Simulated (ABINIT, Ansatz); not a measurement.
# Excitons of CaSnF4 (P4/mmm) on ever denser meshes, part 2 of 3

Wanted: excitons and ε₂ of CaSnF4 (P4/mmm), with cost.

ABINIT 10.8.3 and Ansatz 0.2.0; LDA and many-body steps on it, plane waves. Known limits of the many-body steps: not at the basis limit; no spin-orbit coupling; coarse k mesh; bindings not settled in the k mesh.

So far. Step 5 (Excitons): The lowest state lies at 4.613 eV, 1.498 eV under the direct gap. Step 6 (Triplet (no exchange term)): The lowest triplet lies at 4.157 eV; without spin-orbit coupling triplets are dark, so no spectrum is read.

**7. Beyond Tamm-Dancoff**

Level of this step: Bethe-Salpeter equation on LDA with a scissors shift, plane waves, norm-conserving pseudopotentials (ABINIT).

run.abi reads:

```
acell 3*1.0 Angstrom
rprim 
  4.004548000000 0.000000000000 0.000000000000
  0.000000000000 4.004548000000 0.000000000000
  0.000000000000 0.000000000000 5.780467000000
ntypat 3
znucl 20 50 9
natom 6
typat 1 2 3 3 3 3
xred 
  0.000000000000 0.000000000000 0.500000000000
  0.500000000000 0.500000000000 0.000000000000
  0.500000000000 0.000000000000 0.265738000000
  0.500000000000 0.000000000000 0.734262000000
  0.000000000000 0.500000000000 0.734262000000
  0.000000000000 0.500000000000 0.265738000000
pp_dirpath "pseudos"
pseudos "Ca.upf, Sn.upf, F.upf"
ecut 38
ngkpt 2 2 2
nshiftk 1
shiftk 0 0 0
kptopt 1
chksymbreak 0
istwfk *1
occopt 1
irdwfk 1
optdriver 99
bs_calctype 1
mbpt_sciss 2.262 eV
bs_loband 24
nband 34
bs_exchange_term 1
bs_coulomb_term 11
bs_coupling 1
bs_algorithm 1
bs_freq_mesh 0 10 0.1 eV
zcut 0.15 eV
ecuteps 3.6
ecutwfn 19
inclvkb 2
irdscr 1
indata_prefix "in"
outdata_prefix "out"
tmpdata_prefix "tmp"
```

Command:

```bash
$ OMP_NUM_THREADS=1 mpirun -n 4 abinit run.abi > log
```

Numbers of over 12 decimals in the logs are rounded to 6 here.

Log:

```text
.Version 10.8.3 of ABINIT. v10.8.2 released Aug 2026.

 Symmetries : space group P4/m m m (#123); Bravais tP (primitive tetrag.)
[... echo of the input left out ...]
== DATASET  1 ==================================================================
-   mpi_nproc: 4, omp_nthreads: 1 (-1 if OMP is not activated)

--- !DatasetInfo
iteration_state: {dtset: 1, }
dimensions: {natom: 6, nkpt: 6, mband: 34, nsppol: 1, nspinor: 1, nspden: 1, mpw: 2518, }
cutoff_energies: {ecut:  19.0, pawecutdg:  -1.0, }
electrons: {nelect:   6.00000000E+01, charge:   0.00000000E+00, occopt:   1.00000000E+00, tsmear:   1.00000000E-02, }

 Exciton: Calculation of dielectric properties by solving the Bethe-Salpeter equation
 in frequency domain and reciprocal space on a transitions basis set.
 Based on a program developed by L. Reining, V. Olevano, F. Sottile,
 S. Albrecht, and G. Onida. Incorporated in ABINIT by M. Giantomassi.

.Using double precision arithmetic ; gwpc =  8

[... cell and pseudopotentials left out ...]
--------------------------------------------------------------------------------

 ==== K-mesh for the wavefunctions ====
 Number of points in the irreducible wedge :     6
[... list of points left out ...]
 Together with 16 symmetry operations and time-reversal symmetry
 yields     8 points in the full Brillouin Zone.

 ==== Q-mesh for the screening function ====
 Number of points in the irreducible wedge :     6
[... list of points left out ...]
 Together with 16 symmetry operations and time-reversal symmetry
 yields     8 points in the full Brillouin Zone.

 vcoul_init : cutoff-mode = AUXILIARY_FUNCTION
 q-points for optical limit:   1
     1)      0.000010    0.000020    0.000030
 setmesh: FFT mesh size selected  =    24x   24x   32
[...]
q = (  0.000000  0.000000  1.738529) [r.l.u.]
 q = (  1.204405  0.000000  0.000000) [r.l.u.]
 q = (  0.000000  1.204405  0.000000) [r.l.u.]
 q = (  0.000000  0.000000  1.738529) [r.l.u.]
 Number of electrons calculated from density =   59.8407; Expected =   60.0000
 average of density, n =  0.095660
 r_s =    1.3564
 omega_plasma =   29.8346 [eV]

. Writing resonant excitonic Hamiltonian on file out_BSR; file size=   0.00 [Gb].
. Writing coupling excitonic Hamiltonian on file out_BSC; file size=   0.00 [Gb].
. Direct diagonalization of the full excitonic Hamiltonian, Matrix size= 448
. Using LAPACK sequential version to solve FHv = ev with H positive definite.
 First excitonic eigenvalue:    4.61 [eV].
 Last  excitonic eigenvalue:   11.55 [eV].

 GW  direct gap       6.11  0.00 [eV]
 EXC direct gap       4.61  0.00 [eV]
 EXC binding energy   1.50  0.00 [eV]

 Excitonic eigenvalues up to the GW energy gap [eV]
225 (  4.61  0.00)
226 (  4.61  0.00)
227 (  5.24  0.00)
228 (  5.49  0.00)
229 (  5.49  0.00)
230 (  5.57  0.00)
231 (  5.57  0.00)

 Macroscopic dielectric function:
 omega [eV] <KS_RPA_nlf>  <GW_RPA_nlf>  <BSE>
   0.0000   2.6134   0.0000   2.1389   0.0000   2.2987  -0.0000
   0.1000   2.6140   0.0018   2.1391   0.0006   2.2991   0.0012
   0.2000   2.6158   0.0037   2.1397   0.0012   2.3003   0.0023
[...]
0.8000   2.6535   0.0156   2.1515   0.0048   2.3242   0.0098
   0.9000   2.6646   0.0178   2.1548   0.0054   2.3312   0.0112

 Writing KS-RPA macroscopic dielectric function without local fields to file: out_RPA_NLF_MDF
 Writing GW-RPA macroscopic dielectric function without local fields to file: out_GW_NLF_MDF
 Writing EXC Macroscopic dielectric function to file: out_EXC_MDF

== END DATASET(S) ==============================================================
================================================================================

 -outvars: echo values of variables after computation  --------
           etotal      0.0000000000E+00
            nband          34
             nkpt           6
          spgroup         123
 [... the other variables as echoed above ...]

 Calculation completed.
```

The job ended after 7.4 s (4 MPI ranks of Intel Xeon Platinum 8488C (Sapphire Rapids), shared host; peak memory 0.43 GiB; 29 s of CPU time).

This step gave:

```
direct gap of the transition levels              : 6.111 eV
transitions in the window                        : 224
lowest state                                     : 4.61 eV
binding of the lowest state below the direct gap : 1.501 eV
Coulomb term of one mesh cell                    : 1.478 eV
```

The binding is 1.0 times the screened Coulomb term of one mesh cell (1.48 eV), so it is not shown settled.

The lowest state lies at 4.610 eV, 1.501 eV under the direct gap.

The ε₂ has structure finer than the step of the table below, so its rows give means over 0.5 eV, whole bins alone (the curve runs from 0 to 10 eV). Peaks (eV: height): BSE 4.60: 7.09, 5.50: 2.59, 7.40: 3.92, 9.40: 1.58; no electron-hole interaction 6.40: 4.54, 6.90: 3.10, 8.30: 3.43, 9.20: 5.66; Kohn-Sham, no shift 4.10: 4.59, 4.80: 3.08, 6.00: 3.37, 6.90: 5.62, 8.90: 2.04.

Mean over the three Cartesian directions of q; broadening 0.15 eV; transition window only. Limits: finite bands, cutoff and mesh; no spin-orbit coupling; coarse k mesh; exciton not shown settled in the k mesh. ε₂ against photon energy; means over each step:

```csv
photon energy (eV),BSE,no electron-hole interaction,"Kohn-Sham, no shift"
0.5,0.00600,0.00294,0.00945
1.0,0.0127,0.00606,0.0204
1.5,0.0211,0.00957,0.0350
2.0,0.0327,0.0138,0.0577
2.5,0.0513,0.0190,0.101
3.0,0.0861,0.0261,0.217
3.5,0.171,0.0362,0.998
4.0,0.549,0.0523,3.76
4.5,4.05,0.0810,2.63
5.0,2.21,0.145,1.91
5.5,2.10,0.381,1.82
6.0,0.668,2.43,3.02
6.5,1.59,3.26,3.19
7.0,3.31,2.70,4.14
7.5,3.02,1.49,1.08
8.0,1.36,2.40,0.937
8.5,1.34,2.87,0.967
9.0,0.840,4.41,1.51
9.5,1.30,2.31,0.987
```

**8. Dielectric constant by perturbation theory**

This step: Ansatz 0.2.0; DFT, LDA, linear response to an electric field, plane waves, PAW.

ε∞ sets how strongly the crystal screens. Perturbation theory gives it with local fields and without a sum over empty bands.

input.yaml reads:

```yaml
crystal:
  lattice:
    - [4.004548, 0.0, 0.0]
    - [0.0, 4.004548, 0.0]
    - [0.0, 0.0, 5.780467]
  atoms:
    - { symbol: Ca, position: [0.0, 0.0, 0.5] }
    - { symbol: Sn, position: [0.5, 0.5, 0.0] }
    - { symbol: F, position: [0.5, 0.0, 0.265738] }
    - { symbol: F, position: [0.5, 0.0, 0.734262] }
    - { symbol: F, position: [0.0, 0.5, 0.734262] }
    - { symbol: F, position: [0.0, 0.5, 0.265738] }
kpoints:
  mp_grid: { grid: [6, 6, 4] }
hamiltonian:
  xc: lda
scf:
  occupations: { method: fixed }
dielectric: {}
```

Command:

```bash
$ ansatz run input.yaml --threads 4 --pin off --max-ram 7372MiB --backend cpu --events-out ev --progress --plain --runs-dir out
```

Log:

```text
Engine: ansatz 0.2.0, x86_64-unknown-linux-gnu
Pseudopotentials: kind: paw
Pseudopotential: Ca, paw, valence charge 10, recommended cutoff 420 eV (normal), Ca.paw.azcp
Pseudopotential: Sn, paw, valence charge 14, recommended cutoff 420 eV (normal), Sn.paw.azcp
Pseudopotential: F, paw, valence charge 7, recommended cutoff 420 eV (normal), F.paw.azcp
Functional definition: SPW92
  exchange = slater_x
  correlation = pw_c
[...]
site 2:
[...]
site 3:
[...]
site 4:
[...]
-0.00000    0.00000   -1.44663
    site 5:
        -1.84266   -0.00000    0.00000
         0.00000   -1.01031    0.00000
         0.00000    0.00000   -1.44663
  Z* charge neutrality: 1.376e-3 e pre-enforcement
  solved inside a basis spanned on kpoints, on 6×6×4 k-points, its susceptibility summed on 10×10×8: ε∞ is read to err by 6.8e-3, Z* by 1.5e-2 e (field_mesh: kpoints solves on kpoints); Z* is corrected for what the basis lacks
[key lines of the parts left out:]
SCF converged after 9 iterations
Free energy (F): -10834.373075 eV
Fermi energy:    4.837559 eV
```

It took 19 s on 4 threads; peak memory 1.1 GiB.

The field response gives a mean ε∞ of 3.06, which the model screening below takes as its input.

**9. Model screening**

This step: ABINIT 10.8.3; Bethe-Salpeter equation on LDA with a scissors shift, plane waves, norm-conserving pseudopotentials.

Edit run.abi of step 7 so:

```diff
@@ -30,9 +30,9 @@
 mbpt_sciss 2.262 eV
-bs_loband 24
-nband 34
+bs_loband 19
+nband 39
 bs_exchange_term 1
-bs_coulomb_term 11
-bs_coupling 1
-bs_algorithm 1
-bs_freq_mesh 0 10 0.1 eV
+bs_coulomb_term 21
+bs_coupling 0
+bs_algorithm 2
+bs_freq_mesh 0 12 0.1 eV
 zcut 0.15 eV
@@ -41,3 +41,6 @@
 inclvkb 2
-irdscr 1
+mdf_epsinf 3.06
+irdden 1
+bs_haydock_niter 300
+bs_haydock_tol -0.02 0
 indata_prefix "in"
```

Command:

```bash
$ OMP_NUM_THREADS=1 mpirun -n 4 abinit run.abi > log
```

Log:

```text
.Version 10.8.3 of ABINIT. v10.8.2 released Aug 2026.

 Symmetries : space group P4/m m m (#123); Bravais tP (primitive tetrag.)
[... echo of the input left out ...]
== DATASET  1 ==================================================================
-   mpi_nproc: 4, omp_nthreads: 1 (-1 if OMP is not activated)

--- !DatasetInfo
iteration_state: {dtset: 1, }
dimensions: {natom: 6, nkpt: 6, mband: 39, nsppol: 1, nspinor: 1, nspden: 1, mpw: 2518, }
cutoff_energies: {ecut:  19.0, pawecutdg:  -1.0, }
[...]
0.1000   3.0134   0.0020   2.4639   0.0006   2.7901   0.0013
   0.2000   3.0154   0.0039   2.4645   0.0013   2.7914   0.0026
[...]
0.8000   3.0557   0.0166   2.4776   0.0053   2.8176   0.0107
   0.9000   3.0675   0.0190   2.4814   0.0060   2.8252   0.0122

== END DATASET(S) ==============================================================
================================================================================

 -outvars: echo values of variables after computation  --------
           etotal      0.0000000000E+00
            nband          39
             nkpt           6
          spgroup         123
 [... the other variables as echoed above ...]

 Calculation completed.
```

Run time: 23 s. Hardware: 4 MPI ranks; peak memory 0.48 GiB; 90 s of CPU time.

This step gave:

```
direct gap of the transition levels : 6.111 eV
transitions in the window           : 864
Coulomb term of one mesh cell       : 1.478 eV
```

Mean over the three Cartesian directions of q; broadening 0.15 eV; transition window only. Limits: finite bands, cutoff and mesh; no spin-orbit coupling; coarse k mesh; exciton not shown settled in the k mesh. The ε₂ by photon energy; read off at these points:

```csv
photon energy (eV),BSE,no electron-hole interaction,"Kohn-Sham, no shift"
0.00,0,0,0
0.30,0.00387,0.00193,0.00593
0.60,0.00787,0.00397,0.0122
1.00,0.0137,0.00673,0.0215
1.30,0.0187,0.00897,0.0299
1.60,0.0244,0.0114,0.0404
1.90,0.0313,0.0141,0.0541
2.30,0.0434,0.0184,0.0814
2.60,0.0559,0.0221,0.115
2.90,0.0733,0.0266,0.176
3.20,0.0995,0.0320,0.308
3.50,0.143,0.0388,0.735
3.90,0.271,0.0512,3.84
4.20,0.558,0.0645,3.87
4.50,1.91,0.0838,2.29
4.70,6.14,0.102,3.03
4.80,6.02,0.114,3.09
5.10,2.12,0.166,1.20
5.50,2.75,0.342,2.10
5.60,3.31,0.440,1.77
5.80,1.54,0.860,2.66
6.10,0.872,3.71,3.39
6.40,0.876,4.54,2.42
6.80,4.14,2.58,5.12
6.90,4.32,3.12,5.86
7.10,3.06,3.03,3.95
7.40,4.75,1.14,2.15
7.50,6.17,1.18,1.61
7.70,3.24,2.11,1.48
8.00,2.64,2.17,1.42
8.40,2.83,3.30,1.18
8.70,1.70,2.59,1.76
9.00,2.09,4.62,2.00
9.30,2.45,4.94,1.38
9.60,1.88,2.37,2.41
10.00,1.93,1.62,2.62
10.30,3.35,1.24,1.79
10.40,3.74,0.951,1.69
10.60,2.82,1.05,1.78
10.90,2.30,1.51,2.10
11.30,1.61,1.81,1.35
11.60,1.29,1.51,1.20
11.90,0.771,2.63,1.13
```

**10. Empty states on the mesh, 4×4×2 mesh, 48 bands**

This step: DFT, LDA, plane waves, norm-conserving pseudopotentials.

Edit run.abi of step 9 so:

```diff
@@ -19,28 +19,15 @@
 ecut 38
-ngkpt 2 2 2
+ngkpt 4 4 2
 nshiftk 1
-shiftk 0 0 0
-kptopt 1
+shiftk 0.11 0.21 0.31
+kptopt 3
 chksymbreak 0
+iscf -2
+irdden 1
 istwfk *1
-occopt 1
-irdwfk 1
-optdriver 99
-bs_calctype 1
-mbpt_sciss 2.262 eV
-bs_loband 19
-nband 39
-bs_exchange_term 1
-bs_coulomb_term 21
-bs_coupling 0
-bs_algorithm 2
-bs_freq_mesh 0 12 0.1 eV
-zcut 0.15 eV
-ecuteps 3.6
-ecutwfn 19
-inclvkb 2
-mdf_epsinf 3.06
-irdden 1
-bs_haydock_niter 300
-bs_haydock_tol -0.02 0
+nband 48
+nbdbuf 4
+tolwfr 1e-09
+nstep 60
+prtvol 0
 indata_prefix "in"
```

Log:

```text
.Version 10.8.3 of ABINIT. v10.8.2 released Aug 2026.

 Symmetries : space group P4/m m m (#123); Bravais tP (primitive tetrag.)
[... echo of the input left out ...]
== DATASET  1 ==================================================================
-   mpi_nproc: 4, omp_nthreads: 1 (-1 if OMP is not activated)

--- !DatasetInfo
iteration_state: {dtset: 1, }
dimensions: {natom: 6, nkpt: 32, mband: 48, nsppol: 1, nspinor: 1, nspden: 1, mpw: 7020, }
cutoff_energies: {ecut:  38.0, pawecutdg:  -1.0, }
[...]
0.32963    0.33462    0.36558    0.38783    0.39590    0.41637    0.41690    0.44493
   0.53578    0.60838    0.62291    0.62691    0.66780    0.69711    0.71678    0.74893
 prteigrs : prtvol=0 or 1, do not print more k-points.

== END DATASET(S) ==============================================================
================================================================================

 -outvars: echo values of variables after computation  --------
            nband          48
             nkpt          32
          spgroup         123
 [... the other variables as echoed above ...]

 Calculation completed.
```

Elapsed: 58 s, on 4 MPI ranks; peak memory 0.49 GiB; 3.9 min of CPU time.

Numbers from this step:

| Quantity | Value |
| --- | --- |
| gap | 3.720 eV |
| k of the valence top | -0.4725, 0.0525, -0.345 |
| k of the conduction bottom | 0.0275, 0.0525, -0.345 |
| least direct gap | 3.942 eV |
| k points computed | 32 |
| lowest point of the top converged band, above the valence top | 13.62 eV |

On this mesh the gap is 3.720 eV.

**11. Denser, shifted k mesh (4×4×2)**

This step: Bethe-Salpeter equation on LDA with a scissors shift, plane waves, norm-conserving pseudopotentials.

Edit run.abi of step 10 so:

```diff
@@ -24,10 +24,23 @@
 chksymbreak 0
-iscf -2
+istwfk *1
+occopt 1
+irdwfk 1
+optdriver 99
+bs_calctype 1
+mbpt_sciss 2.262 eV
+bs_loband 19
+nband 39
+bs_exchange_term 1
+bs_coulomb_term 21
+bs_coupling 0
+bs_algorithm 2
+bs_freq_mesh 0 12 0.1 eV
+zcut 0.15 eV
+ecuteps 3
+ecutwfn 19
+inclvkb 2
+mdf_epsinf 3.06
 irdden 1
-istwfk *1
-nband 48
-nbdbuf 4
-tolwfr 1e-09
-nstep 60
-prtvol 0
+bs_haydock_niter 300
+bs_haydock_tol -0.02 0
 indata_prefix "in"
```

Log:

```text
.Version 10.8.3 of ABINIT. v10.8.2 released Aug 2026.

 Symmetries : space group P4/m m m (#123); Bravais tP (primitive tetrag.)
[... echo of the input left out ...]
== DATASET  1 ==================================================================
-   mpi_nproc: 4, omp_nthreads: 1 (-1 if OMP is not activated)

--- !DatasetInfo
iteration_state: {dtset: 1, }
dimensions: {natom: 6, nkpt: 32, mband: 39, nsppol: 1, nspinor: 1, nspden: 1, mpw: 2504, }
cutoff_energies: {ecut:  19.0, pawecutdg:  -1.0, }
[...]
0.1000   2.8067   0.0015   2.3376   0.0005   2.6290   0.0010
   0.2000   2.8082   0.0030   2.3381   0.0011   2.6301   0.0020
[...]
0.8000   2.8386   0.0125   2.3490   0.0044   2.6507   0.0084
   0.9000   2.8475   0.0143   2.3521   0.0050   2.6566   0.0095

== END DATASET(S) ==============================================================
================================================================================

 -outvars: echo values of variables after computation  --------
           etotal      0.0000000000E+00
            nband          39
             nkpt          32
          spgroup         123
 [... the other variables as echoed above ...]

 Calculation completed.
```

Elapsed: 5.3 min, on 4 MPI ranks; peak memory 1.2 GiB.

Numbers from this step:

| Property | Result |
| --- | --- |
| direct gap of the transition levels | 6.203 eV |
| transitions in the window | 3456 |
| Coulomb term of one mesh cell | 0.9308 eV |

The ε₂ has structure finer than the step of the table below, so its rows give means over 0.5 eV, whole bins alone (the curve runs from 0 to 11.9 eV). Peaks (eV: height): BSE 5.20: 5.5, 5.80: 2.85, 7.40: 5.11, 9.80: 2.65, 10.80: 3.04; no electron-hole interaction 7.00: 3.43, 9.10: 4.07; Kohn-Sham, no shift 4.80: 3.53, 5.60: 2.86, 6.80: 4.08, 10.60: 2.09.

Mean over the three Cartesian directions of q; broadening 0.15 eV; transition window only. Limits: finite bands, cutoff and mesh; no spin-orbit coupling; coarse k mesh; exciton not shown settled in the k mesh. ε₂ against photon energy; means over each step:

```csv
photon energy (eV),BSE,no electron-hole interaction,"Kohn-Sham, no shift"
0.5,0.00517,0.00271,0.00763
1.0,0.0107,0.00556,0.0162
1.5,0.0173,0.00869,0.0269
2.0,0.0255,0.0123,0.0420
2.5,0.037,0.0167,0.0669
3.0,0.0545,0.0223,0.118
3.5,0.0853,0.0299,0.308
4.0,0.154,0.0409,1.51
4.5,0.407,0.0586,2.65
5.0,2.91,0.0915,2.75
5.5,2.64,0.176,2.68
6.0,2.45,0.707,2.43
6.5,2.02,2.20,2.84
7.0,2.56,2.95,3.49
7.5,4.50,2.50,2.51
8.0,3.69,2.68,2.28
8.5,2.09,2.31,2.31
9.0,1.93,3.57,1.98
9.5,2.32,2.87,1.62
10.0,2.38,2.41,1.67
10.5,2.24,2.22,1.91
11.0,2.14,2.32,1.73
11.5,1.19,1.66,1.32
```

**12. Empty states on the mesh, 4×4×4 mesh, 48 bands**

This step: DFT, LDA, plane waves, norm-conserving pseudopotentials.

Edit run.abi of step 11 so:

```diff
@@ -19,3 +19,3 @@
 ecut 38
-ngkpt 4 4 2
+ngkpt 4 4 4
 nshiftk 1
@@ -24,23 +24,10 @@
 chksymbreak 0
+iscf -2
+irdden 1
 istwfk *1
-occopt 1
-irdwfk 1
-optdriver 99
-bs_calctype 1
-mbpt_sciss 2.262 eV
-bs_loband 19
-nband 39
-bs_exchange_term 1
-bs_coulomb_term 21
-bs_coupling 0
-bs_algorithm 2
-bs_freq_mesh 0 12 0.1 eV
-zcut 0.15 eV
-ecuteps 3
-ecutwfn 19
-inclvkb 2
-mdf_epsinf 3.06
-irdden 1
-bs_haydock_niter 300
-bs_haydock_tol -0.02 0
+nband 48
+nbdbuf 4
+tolwfr 1e-09
+nstep 60
+prtvol 0
 indata_prefix "in"
```

Log:

```text
.Version 10.8.3 of ABINIT. v10.8.2 released Aug 2026.

 Symmetries : space group P4/m m m (#123); Bravais tP (primitive tetrag.)
[... echo of the input left out ...]
== DATASET  1 ==================================================================
-   mpi_nproc: 4, omp_nthreads: 1 (-1 if OMP is not activated)

--- !DatasetInfo
iteration_state: {dtset: 1, }
dimensions: {natom: 6, nkpt: 64, mband: 48, nsppol: 1, nspinor: 1, nspden: 1, mpw: 7016, }
cutoff_energies: {ecut:  38.0, pawecutdg:  -1.0, }
[...]
0.32932    0.33312    0.36555    0.37879    0.39500    0.41623    0.41680    0.44846
   0.53694    0.60739    0.62225    0.62711    0.67027    0.70608    0.71800    0.74737
 prteigrs : prtvol=0 or 1, do not print more k-points.

== END DATASET(S) ==============================================================
================================================================================

 -outvars: echo values of variables after computation  --------
            nband          48
             nkpt          64
          spgroup         123
 [... the other variables as echoed above ...]

 Calculation completed.
```

The job ended after 2 min (4 MPI ranks; peak memory 0.66 GiB).

Numbers from this step:

```
gap                                                           : 3.531 eV
k of the valence top                                          : -0.4725, 0.0525, -0.4225
k of the conduction bottom                                    : 0.0275, 0.0525, -0.4225
least direct gap                                              : 3.903 eV
k points computed                                             : 64
lowest point of the top converged band, above the valence top : 13.26 eV
```

On this mesh the gap is 3.531 eV.

(Part 2 of 3 ends here.)

[Paths, hosts, dates, memory and timing lines, banners, echoed tables and standing remarks are left out of the program output.]

[Logs are printed without paths, hosts, clocks, repeated set-up lines and the standing remarks that a program may print on its own settings, such as how far it seeks lower states.]

[Runs of the session that timed out or met a known fault of the program may be left out.]

[Hosts, paths, dates, database ids (printed as entryN), source tags and the programs' standing remarks are cut or masked in the printed files.]

[G0W0 gaps are taken among the corrected bands and points alone; a level outside them can change the order at an edge.]

[Where Ansatz stands beside ABINIT at settings called matched, ABINIT's density can come from a denser mesh and the files from another edition; pairs whose starting gaps differed by over 0.03 eV were left out, so agreement reads better than it is.]
